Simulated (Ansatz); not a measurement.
# Phonon transport in KTaO3 (Pm-3m), part 2 of 3

How well does the lattice of KTaO3 conduct heat?

What experiment has found for this phase:
- thermal conductivity 17 W/m/K near room temperature (given in “Glass-like thermal conductivity and narrow insulating gap of EuTiO3”, 2023, arxiv:2307.02058)

Ansatz 0.2.0; DFT r2SCAN, scalar-relativistic, plane waves, PAW; PAW set soft_1.

So far, gap on the k-mesh (eV): step 2 (a first coarse run) 2.63; step 3 (relaxing cell and atoms, k-mesh 6×6×6, smearing width 0.02 eV) 2.64; step 4 (relaxing cell and atoms, k-mesh 6×6×6, occupations fixed) 2.64. The relaxed cell has a = 3.989 Å (conventional setting).

## Step 6: Third-order constants and the Boltzmann equation

Pairs of atoms inside the cutoff are displaced in a supercell, the forces give the cubic constants, and these give the three-phonon rates of the Boltzmann equation.

File input.yaml:

```yaml
crystal:
  lattice:
    - [3.9893188368, 0.0, 0.0]
    - [0.0, 3.9893188368, 0.0]
    - [0.0, 0.0, 3.9893188368]
  atoms:
    - { symbol: K, position: [0.5, 0.5, 0.5] }
    - { symbol: Ta, position: [0.0, 0.0, 0.0] }
    - { symbol: O, position: [0.5, 0.0, 0.0] }
    - { symbol: O, position: [0.0, 0.5, 0.0] }
    - { symbol: O, position: [0.0, 0.0, 0.5] }
kpoints:
  mp_grid: { grid: [6, 6, 6] }
hamiltonian:
  xc: r2scan
  pseudopotentials: { kind: paw, azcp: { folder: soft_1 } }
scf:
  occupations: { method: fixed }
  lower_state_search: "off"
output:
  eigenvalues: true
phonons:
  method: fd
  dielectric: true
  supercell: [3, 3, 3]
  temperatures: { t_max: 1000, t_step: 50 }
  qpath:
    path:
      - [[0.0, 0.0, 0.0], [0.0, 0.5, 0.0], [0.5, 0.5, 0.0], [0.0, 0.0, 0.0], [0.5, 0.5, 0.5], [0.0, 0.5, 0.0]]
      - [[0.5, 0.5, 0.0], [0.5, 0.5, 0.5]]
    npoints: 10
  third_order: { supercell: [3, 3, 3], pair_cutoff: 3.605 }
  lattice_thermal_conductivity:
    qmesh: [13, 13, 13]
    temperatures: [100.0, 150.0, 200.0, 300.0, 400.0, 500.0, 600.0, 800.0]
    isotope_mass_variance:
      - { species: K, variance: 0.000164 }
      - { species: O, variance: 3.359e-05 }
      - { species: Ta, variance: 3.668e-09 }
```

Command:

```bash
$ ansatz run input.yaml --threads 18 --pin off --max-ram 92160MiB --backend cuda --events-out ev --progress --plain --runs-dir out --max-vram 78GiB
```

Numbers of over 12 decimals in the logs are rounded to 6 here.

Log:

```text
Warning: phonons.dielectric: true without phonons.rigid_motions: the static dielectric tensor ε⁰ will be withheld (ε∞, Z* and the rows of modes are given); for a crystal or a slab, whose only rigid motions are the translations, set phonons.rigid_motions: translations
[...]
Crystal: 135 atoms, lattice volume = 1714.194 Å³
Basis set: ecut = 500 eV, 43507 PW (Γ), exchange–correlation on 810×810×810 points (729 copies of the dense FFT grid, shifted against one another)
Bands: 675, of which v1, the nominal top of the filled ones, is band 540 counted from 1 (539 counted from 0)
Symmetry: 1296 space group operations
k-points: 4 of 8
[...]
SCF iter   1: F=-356407.732914 eV  HF=-356407.732914 eV  |F-HF|=0.00e0  |Δ(HF+E_count)|=         —  Δρ=5.66e-8  dr2=4.82e-11  dr2_τ=6.76e-12  ethr=1.00e-12  ⟨swp⟩=3.0  Hψ=6684  notcnv=0  defer=69
[...]
SCF iter   2: F=-356407.732914 eV  HF=-356407.732914 eV  |F-HF|=0.00e0  |Δ(HF+E_count)|=  5.82e-11  Δρ=3.06e-8  dr2=1.37e-11  dr2_τ=1.56e-12  ethr=1.00e-12  ⟨swp⟩=10.0  Hψ=9505  notcnv=0
SCF 1 converged in 2 iterations: F = -356407.732914 eV  dr2 = 1.37e-11
[...]
SCF iter   2: F=-356407.732914 eV  HF=-356407.732914 eV  |F-HF|=5.82e-11  |Δ(HF+E_count)|=  1.16e-10  Δρ=1.77e-8  dr2=4.97e-12  dr2_τ=2.91e-13  ethr=1.00e-12  ⟨swp⟩=3.2  Hψ=6567  notcnv=0
SCF 2 converged in 2 iterations: F = -356407.732914 eV  dr2 = 4.97e-12
[...]
Crystal: 5 atoms, lattice volume = 63.489 Å³
Basis set: ecut = 500 eV, 1575 PW (Γ), exchange–correlation on 120×120×120 points (64 copies of the dense FFT grid, shifted against one another)
Bands: 25, of which v1, the nominal top of the filled ones, is band 20 counted from 1 (19 counted from 0)
Symmetry: 48 space group operations
k-points: 40 of 216 (irreducible under 8 space group operations, time reversal used)
[...]
SCF 3 converged in 4 iterations: F = -13200.286390 eV  dr2 = 6.61e-11
[...]
0.000000     0.000000     4.881515
  ε⁰ (static dielectric tensor): not given — the deck does not say what the cell's rigid motions are, and on a molecule in a box or a wire the rigid rotations would enter the sum over the modes at Γ. For a crystal or a slab, whose only rigid motions are the translations, set phonons.rigid_motions: translations.
  Born effective charges Z* (e; rows j = field, columns β = displacement):
    site 0:
         1.13454   -0.00000    0.00000
         0.00000    1.13454    0.00000
        -0.00000    0.00000    1.13454
    site 1:
         8.55478    0.00000   -0.00000
        -0.00000    8.55478    0.00000
         0.00000    0.00000    8.55478
    site 2:
        -6.38655   -0.00000    0.00000
        -0.00000   -1.65138    0.00000
        -0.00000    0.00000   -1.65138
    site 3:
        -1.65138    0.00000    0.00000
         0.00000   -6.38655    0.00000
        -0.00000    0.00000   -1.65138
    site 4:
        -1.65138   -0.00000    0.00000
         0.00000   -1.65138    0.00000
        -0.00000    0.00000   -6.38655
  Z* charge neutrality: 7.090e-4 e pre-enforcement
  k-mesh period / interband length: 23.9 Å / 1.58 Å = 15.11 at k = (0.0000, 0.0000, 0.0000), direct gap 3.295 eV — 14 or more, which is no proof of convergence
  optical modes at Γ without the LO–TO term, one row a degenerate level:
      ω (cm⁻¹)  modes    IR ((D/Å)²/amu)
         19.02      3           150.9089
        191.53      3            17.2036
        271.93      3             0.0000
        532.14      3            62.2047
  optical modes at Γ + LO–TO along q̂ = [1.0000, 0.0000, 0.0000]:
      ω (cm⁻¹)  modes    IR ((D/Å)²/amu)
         19.02      2           100.6059
        180.02      1             0.0581
        191.53      2            11.4691
        271.93      3             0.0000
        415.91      1             5.6996
        532.14      2            41.4698
        801.98      1            71.0147
  optical modes at Γ + LO–TO along q̂ = [0.0000, 1.0000, 0.0000]:
      ω (cm⁻¹)  modes    IR ((D/Å)²/amu)
         19.02      2           100.6059
        180.02      1             0.0581
        191.53      2            11.4691
        271.93      3             0.0000
        415.91      1             5.6996
        532.14      2            41.4698
        801.98      1            71.0147
  optical modes at Γ + LO–TO along q̂ = [0.0000, 0.0000, 1.0000]:
      ω (cm⁻¹)  modes    IR ((D/Å)²/amu)
         19.02      2           100.6059
        180.02      1             0.0581
        191.53      2            11.4691
        271.93      3             0.0000
        415.91      1             5.6996
        532.14      2            41.4698
        801.98      1            71.0147
  density of states and harmonic sums: on the 18×18×18 q-mesh, interpolated from the force constants of a 3×3×3 supercell (with the dipole–dipole term)
  largest difference from the sums on the solved wave vectors: F 2.84e-2 eV, S 3.51e-5 and C_V 9.72e-6 eV/K
  zero-point energy: 0.297686 eV/cell   skipped modes (ω ≤ 0): 3   left out of the sums: 3.43e-5 of the cell's modes: C_V's classical limit lies that fraction below 3 k_B per atom; for a crystal, a wire or a layer, F and S can be off by more, and a phonons.interpolated_qmesh denser along its periods is the remedy for the sampling
--- Third-order force constants: 90 member SCFs in a 3×3×3 supercell (pair cutoff 3.605 Å, amplitude 0.03 Å, SCF threshold 1.00e-9 eV, Σ member SCF iterations 784) ---
  symmetry images taken by strict's conditions (phonons.symmetry_images: auto; settled by no image being taken that strict refuses)
  641 force-constant blocks with the first atom in the home cell, fitted with 77 parameters over 14 symmetry orbits; no atom triplet left out
  sum-rule residual: 5.168e0 → 3.485e-14 eV/Å³; symmetrization residual: 7.489e-2 eV/Å³; largest sum-rule correction relative to its orbit: 2.266e-1, on the orbit of the block of home site 2 with site 3 of cell (0, -1, 0) and site 3 of cell (0, -1, 0), whose norm before the correction was 6.335e0 eV/Å³
--- Lattice thermal conductivity: 13×13×13 mesh (84 irreducible points), tetrahedron method ---
  three-phonon and isotope scattering only; four-phonon, boundary and, in a metal, phonon-electron scattering are left out
  each conductivity is what the modes' populations carry and what the coherences between them add
  conductivity (a third of the tensor's trace), W/(m K), in the relaxation-time approximation and from the full solution:
       T (K)   relaxation time   full solution  iterations             ending  least Ritz value
      100.00           14.1243         22.0796          11          converged          3.143e-1
      150.00           11.3856         16.5030          10          converged          3.432e-1
      200.00            9.5536         13.2890          10          converged          3.563e-1
      300.00            7.2797          9.6960          10          converged          3.675e-1
      400.00            5.9375          7.7286          10          converged          3.718e-1
      500.00            5.0494          6.4759          10          converged          3.739e-1
      600.00            4.4190          5.6057          10          converged          3.751e-1
      800.00            3.5890          4.4783          10          converged          3.762e-1
```

Wall time 23 min (1 × NVIDIA GB200 with 18 threads of Arm Neoverse V2, shared host); peak memory 6.1 GiB.

This step gave:

| Property | Result |
| --- | --- |
| lowest frequency on the path | 0 cm⁻¹ |
| zero-point energy | 0.2977 eV/cell |
| point group | m-3m |
| highest frequency | 947.7 cm⁻¹ |
| Debye temperature from the second moment | 702 K |
| κ at 300 K (relaxation time) | 7.28 W/m/K |
| κ at 300 K (full solution) | 9.696 W/m/K |
| dipole term | run |
| mean free path at half of κ | 3.94 nm |
| share of κ above the three lowest branches | 0.576 |
| third-order blocks | 641 |
| periodic aliases dropped | 0 |
| largest relative sum-rule correction | 0.2266 |
| displaced cells, third order | 90 |

LO-TO term included. The phonon branches at the labelled points (cm⁻¹):

| point | branch 1 | branch 2 | branch 3 | branch 4 | branch 12 | branch 13 | branch 14 | branch 15 |
| --- | --- | --- | --- | --- | --- | --- | --- | --- |
| Γ | 0 | 0 | 0 | 19 | 416 | 532 | 532 | 802 |
| halfway | 33 | 33 | 132 | 132 | 425 | 519 | 519 | 825 |
| X | 46 | 46 | 171 | 171 | 434 | 501 | 501 | 850 |
| halfway | 47 | 142 | 157 | 171 | 447 | 483 | 558 | 877 |
| M | 48 | 159 | 159 | 166 | 453 | 455 | 607 | 917 |
| halfway | 41 | 115 | 166 | 168 | 436 | 504 | 549 | 842 |
| Γ | 0 | 0 | 0 | 19 | 416 | 532 | 532 | 802 |
| halfway | 133 | 133 | 156 | 200 | 435 | 539 | 539 | 861 |
| R | 157 | 157 | 157 | 186 | 439 | 553 | 553 | 948 |
| halfway | 151 | 158 | 164 | 178 | 443 | 528 | 552 | 896 |
| X | 46 | 46 | 171 | 171 | 434 | 501 | 501 | 850 |
| jump to M | 48 | 159 | 159 | 166 | 453 | 455 | 607 | 917 |
| halfway | 162 | 170 | 170 | 179 | 447 | 518 | 580 | 927 |
| R | 157 | 157 | 157 | 186 | 439 | 553 | 553 | 948 |

W/m/K. Kappa, by row:

| T (K) | RTA xx | RTA yy | RTA zz | full xx | full yy | full zz | coherence part xx | coherence part yy | coherence part zz | ending | iterations | least Ritz value |
| --- | --- | --- | --- | --- | --- | --- | --- | --- | --- | --- | --- | --- |
| 100 | 14.12 | 14.12 | 14.12 | 22.08 | 22.08 | 22.08 | 0.2509 | 0.2509 | 0.2509 | converged | 11 | 0.314 |
| 150 | 11.39 | 11.39 | 11.39 | 16.5 | 16.5 | 16.5 | 0.3892 | 0.3892 | 0.3892 | converged | 10 | 0.343 |
| 200 | 9.554 | 9.554 | 9.554 | 13.29 | 13.29 | 13.29 | 0.479 | 0.479 | 0.479 | converged | 10 | 0.356 |
| 300 | 7.28 | 7.28 | 7.28 | 9.696 | 9.696 | 9.696 | 0.5862 | 0.5862 | 0.5862 | converged | 10 | 0.367 |
| 400 | 5.937 | 5.937 | 5.937 | 7.729 | 7.729 | 7.729 | 0.6451 | 0.6451 | 0.6451 | converged | 10 | 0.372 |
| 500 | 5.049 | 5.049 | 5.049 | 6.476 | 6.476 | 6.476 | 0.6817 | 0.6817 | 0.6817 | converged | 10 | 0.374 |
| 600 | 4.419 | 4.419 | 4.419 | 5.606 | 5.606 | 5.606 | 0.7073 | 0.7073 | 0.7073 | converged | 10 | 0.375 |
| 800 | 3.589 | 3.589 | 3.589 | 4.478 | 4.478 | 4.478 | 0.7436 | 0.7436 | 0.7436 | converged | 10 | 0.376 |

Table of lattice thermal conductivity by temperature:

| temperature (K) | RTA xx (W/m/K) | full xx (W/m/K) |
| --- | --- | --- |
| 100 | 14.1 | 22.1 |
| 150 | 11.4 | 16.5 |
| 200 | 9.55 | 13.3 |
| 300 | 7.28 | 9.70 |
| 400 | 5.94 | 7.73 |
| 500 | 5.05 | 6.48 |
| 600 | 4.42 | 5.61 |
| 800 | 3.59 | 4.48 |

The modes has structure finer than the step of the table below, so its rows give means over 25 cm⁻¹, whole bins alone (the curve runs from -10 to 984 cm⁻¹). Peaks (cm⁻¹: height): K 171.4: 0.0543; O 215.2: 0.0290, 327.7: 0.0228, 440.3: 0.0378, 521.6: 0.0262, 859.3: 0.0104; Ta 65.1: 0.0169, 102.6: 0.0143, 158.9: 0.0189, 215.2: 0.0139, 440.3: 0.00283.

Phonopy on the run's constants, 15x15x15 mesh, Gaussian sigma 7.1 cm⁻¹. The modes by wavenumber; means over each step; values in 1/cm⁻¹/cell:

| wavenumber (cm⁻¹) | K | O | Ta |
| --- | --- | --- | --- |
| 25 | 1.3e-4 | 5.3e-5 | 0.00313 |
| 50 | 4.3e-4 | 2.5e-4 | 0.0118 |
| 75 | 7.0e-4 | 5.8e-4 | 0.0108 |
| 100 | 0.00166 | 0.00123 | 0.0114 |
| 125 | 0.00406 | 0.00234 | 0.00965 |
| 150 | 0.0254 | 0.00690 | 0.0153 |
| 175 | 0.0468 | 0.0124 | 0.00917 |
| 200 | 0.0256 | 0.0221 | 0.00863 |
| 225 | 0.0112 | 0.0274 | 0.0123 |
| 250 | 0.00219 | 0.0207 | 0.00802 |
| 275 | 7.7e-4 | 0.0189 | 0.00715 |
| 300 | 4.3e-4 | 0.0175 | 0.00427 |
| 325 | 1.6e-4 | 0.0210 | 0.00175 |
| 350 | 8.0e-5 | 0.0171 | 0.00108 |
| 375 | 7.2e-5 | 0.0152 | 0.00120 |
| 400 | 2.6e-5 | 0.0125 | 4.7e-4 |
| 425 | 1.2e-4 | 0.0216 | 0.00155 |
| 450 | 8.4e-5 | 0.0231 | 0.00141 |
| 475 | 5.6e-7 | 0.00601 | 1.8e-5 |
| 500 | 0 | 0.0175 | 5.8e-6 |
| 525 | 0 | 0.0251 | 2.5e-5 |
| 550 | 0 | 0.0181 | 2.0e-5 |
| 575 | 0 | 0.0100 | 2.4e-6 |
| 600 | 0 | 0.00294 | 0 |
| 625 | 0 | 9.5e-5 | 0 |
| 650 | 0 | 0 | 0 |
| 675 | 0 | 0 | 0 |
| 700 | 0 | 0 | 0 |
| 725 | 0 | 0 | 0 |
| 750 | 0 | 0 | 0 |
| 775 | 0 | 1.0e-5 | 6.4e-7 |
| 800 | 1.1e-5 | 0.00144 | 8.4e-5 |
| 825 | 2.9e-5 | 0.00517 | 1.9e-4 |
| 850 | 2.7e-5 | 0.00930 | 1.5e-4 |
| 875 | 1.5e-5 | 0.00935 | 1.0e-4 |
| 900 | 5.0e-6 | 0.00846 | 6.5e-5 |
| 925 | 0 | 0.00482 | 2.5e-5 |
| 950 | 0 | 7.4e-4 | 6.2e-7 |

Distinct triplets, nearest first. Third order norms, by row:

| sites | side 1 (Å) | side 2 (Å) | side 3 (Å) | norm of the 27 components (eV/Å³) |
| --- | --- | --- | --- | --- |
| K-K-K | 0 | 0 | 0 | 0 |
| Ta-Ta-Ta | 0 | 0 | 0 | 0 |
| O-O-O | 0 | 0 | 0 | 0 |
| Ta-O-O | 0 | 1.99 | 1.99 | 75.11 |
| Ta-O-Ta | 0 | 1.99 | 1.99 | 78.05 |
| Ta-O-O | 1.99 | 1.99 | 2.82 | 2.803 |
| K-K-O | 0 | 2.82 | 2.82 | 3.353 |
| K-O-O | 0 | 2.82 | 2.82 | 3.166 |
| K-O-O | 2.82 | 2.82 | 2.82 | 0.4 |
| O-O-O | 0 | 2.82 | 2.82 | 6.419 |
| O-O-O | 2.82 | 2.82 | 2.82 | 0.389 |
| K-Ta-O | 1.99 | 2.82 | 3.45 | 0.701 |
| K-K-Ta | 0 | 3.45 | 3.45 | 3.319 |
| K-Ta-Ta | 0 | 3.45 | 3.45 | 3.61 |

Born charge (rows field, columns displacement) (e), principal values of the symmetric part by kind of site:

| atom | atoms with these values | low | middle | high | mean |
| --- | --- | --- | --- | --- | --- |
| K1 | 1 | 1.13 | 1.13 | 1.13 | 1.13 |
| Ta2 | 1 | 8.55 | 8.55 | 8.55 | 8.55 |
| O3 | 3 | -6.39 | -1.65 | -1.65 | -3.23 |

In full for O3:

```
-6.39  0.00  0.00
 0.00 -1.65  0.00
 0.00  0.00 -1.65
```

RTA, 300 K. Kappa by branch, by row:

| branch (by rank) | mean frequency (THz) | mean rms speed (km/s) | median lifetime (ps) | share of kappa |
| --- | --- | --- | --- | --- |
| 1 | 2.78 | 3.96 | 1.43 | 0.264 |
| 2 | 3.79 | 2.83 | 1.58 | 0.13 |
| 3 | 4.72 | 1.38 | 1.98 | 0.03 |
| 4 | 5.13 | 1.6 | 1.97 | 0.037 |
| 5 | 5.7 | 2.51 | 0.911 | 0.081 |
| 6 | 6.31 | 1.81 | 1.43 | 0.056 |
| 7 | 6.72 | 2.01 | 0.95 | 0.04 |
| 8 | 7.55 | 3.45 | 0.557 | 0.075 |
| 9 | 8.59 | 3.16 | 0.932 | 0.078 |
| 10 | 10.52 | 3.11 | 1.07 | 0.074 |
| 11 | 11.02 | 2.8 | 1 | 0.071 |
| 12 | 13.18 | 0.69 | 1.01 | 0.004 |
| 13 | 15.27 | 2.26 | 0.559 | 0.018 |
| 14 | 16.53 | 2.31 | 0.51 | 0.019 |
| 15 | 26.14 | 2.49 | 1.04 | 0.023 |

The spectral kappa at 300 K by frequency; read off at these points; values in W/m/K/THz:

| frequency (THz) | relaxation time (W/m/K/THz) | full solution (W/m/K/THz) |
| --- | --- | --- |
| 0.2 | 0.00538 | 0.0183 |
| 1.2 | 0.0611 | 0.213 |
| 1.8 | 0.470 | 0.920 |
| 2.2 | 2.18 | 3.00 |
| 2.8 | 0.186 | 0.472 |
| 3.2 | 0.968 | 1.66 |
| 4.2 | 0.554 | 1.01 |
| 4.8 | 0.513 | 0.817 |
| 5.8 | 0.667 | 0.862 |
| 6.2 | 0.832 | 1.06 |
| 7.2 | 0.362 | 0.440 |
| 7.8 | 0.439 | 0.513 |
| 8.2 | 0.560 | 0.614 |
| 8.8 | 0.428 | 0.451 |
| 9.2 | 0.482 | 0.492 |
| 10.2 | 0.374 | 0.381 |
| 10.8 | 0.192 | 0.203 |
| 11.8 | 0.246 | 0.247 |
| 12.2 | 0.156 | 0.151 |
| 13.2 | 0.0391 | 0.0406 |
| 13.8 | 0.00473 | 0.00362 |
| 14.8 | 0.0576 | 0.0485 |
| 15.2 | 0.0911 | 0.0811 |
| 16.2 | 0.0831 | 0.0669 |
| 16.8 | 0.0449 | 0.0352 |
| 17.8 | 0.0173 | 0.0160 |
| 18.2 | 9.2e-4 | 9.6e-4 |
| 19.2 | 0 | 0 |
| 19.8 | 0 | 0 |
| 20.8 | 0 | 0 |
| 21.2 | 0 | 0 |
| 22.2 | 0 | 0 |
| 22.8 | 0 | 0 |
| 23.8 | 0 | 0 |
| 24.2 | 0.00131 | 9.5e-4 |
| 25.2 | 0.0193 | 0.0197 |
| 25.8 | 0.0672 | 0.0663 |
| 26.8 | 0.0801 | 0.0871 |
| 27.2 | 0.0483 | 0.0575 |
| 28.2 | 0.00189 | 0.00261 |

Relaxation-time solution. Table of share of κ carried by shorter paths by mean free path:

| mean free path (nm) | 100 K | 300 K | 800 K |
| --- | --- | --- | --- |
| 0.316 | 0 | 0 | 0.013 |
| 0.464 | 0 | 0.001 | 0.048 |
| 0.681 | 0 | 0.006 | 0.135 |
| 1 | 0 | 0.021 | 0.294 |
| 1.47 | 0.001 | 0.077 | 0.53 |
| 2.15 | 0.005 | 0.169 | 0.717 |
| 3.16 | 0.015 | 0.381 | 0.932 |
| 4.64 | 0.043 | 0.594 | 1 |
| 6.81 | 0.101 | 0.78 | 1 |
| 10 | 0.21 | 1 | 1 |
| 14.7 | 0.321 | 1 | 1 |
| 21.5 | 0.549 | 1 | 1 |
| 31.6 | 0.778 | 1 | 1 |
| 46.4 | 1 | 1 | 1 |

[end of part 2 of 3]

[Logs are printed without paths, hosts, clocks, repeated set-up lines and the standing remarks that a program may print on its own settings, such as how far it seeks lower states.]

[Hosts, paths, dates, database ids (printed as entryN), source tags and the programs' standing remarks are cut or masked in the printed files.]

[A step with changed settings may run another functional than the one named; its input shows which.]

[Pressures of single members of a volume series are the stress at the run's cutoff; with an incomplete basis they can lie off −dE/dV of the same runs, and they are not shown converged.]
